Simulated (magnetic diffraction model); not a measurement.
# Magnetic neutron pattern of Tm2AlCo3

Space group R-3m (no. 166), a = 5.2820 Å, c = 11.4850 Å.

| site | atom | x | y | z |
| --- | --- | --- | --- | --- |
| 6c | Tm | 1/3 | 2/3 | 0.0314 |
| 9d | Co | 1/6 | 1/3 | 5/6 |
| 3a | Al | 0 | 0 | 0 |

This is a made-up structure (elements placed in a structure type, unrelaxed), so the numbers test the method and describe no known phase.

Only Tm and Co are taken to order (form factors of Tm3+ and Co2+); orders and moment sizes are assumed, and not adapted to the symmetry. Radiation: neutrons of λ = 1.594 Å, 5° to 65°; isotropic B of 0.33 Å² (Tm), 0.38 Å² (Co) and 0.41 Å² (Al). The intensities are simulated: I ∝ L Σ (|F_N|² + |F_M⊥|²) for unpolarised neutrons, with F_M = 2.695 fm/μB × Σ f(s) S exp(2πi Q·r) exp(−B s²) at Q = H ± k (one set where k and −k are equivalent), only the part normal to Q counting and L = 1/(sin²θ cos θ). For collinear order S is the moment m, which repeats by lattice and centring translations R with the sign exp(−2πi k·R). Form factors are spin-only for 3d ions and dipole or tabulated for f ions, scattering lengths are Sears's of 1992, and absorption is left out. A label names one of the reflections at its angle. The strongest nuclear line in the range is 100, and lines under 0.2 are left out.

Assume the order k = (0 0 0), collinear moments along [101], 4.06 μB on Tm and 0.78 μB on Co; signs + at (1/3, 2/3, 0.0314), + at (1/3, 2/3, 0.3019), − at (1/6, 1/3, 5/6), + at (1/3, 1/6, 1/6), + at (5/6, 1/6, 1/6).

Predict the pattern, nuclear and magnetic parts apart.

```csv
2θ (°),index,nuclear,magnetic
21.62,(1 0 1),6.9,86.8
24.03,(0 0 3),9.6,6.6
25.74,(0 1 2),0.3,6.2
35.13,(1 1 0),53.2,79.1
38.26,(1 0 4),32.2,28.0
41.62,(0 2 1),30.4,27.9
43.02,(1 1 3),100.0,53.4
44.06,(2 0 2),12.6,0.1
45.69,(0 1 5),21.5,3.7
49.21,(0 0 6),11.0,0.5
52.91,(0 2 4),0.9,16.2
55.57,(2 1 1),2.4,21.2
57.56,(1 2 2),0.1,1.6
58.91,(2 0 5),0.5,1.9
61.89,(1 1 6),6.8,2.6
62.14,(1 0 7),4.7,4.7
63.03,(3 0 0),18.9,17.6
```

The strongest magnetic line in the range is (1 0 1) at 21.62° (86.8). On top of the Lorentz factor, which all lines share, magnetic lines fade with angle because f falls: for Tm3+ it is 0.97, 0.87, 0.75 and 0.49 at sin θ/λ = 0.1, 0.2, 0.3 and 0.5 Å⁻¹, while nuclear lengths stay constant. The net moment is 8.90 μB a primitive cell.

[Logs are printed without paths, hosts, clocks, repeated set-up lines and the standing remarks that a program may print on its own settings, such as how far it seeks lower states.]
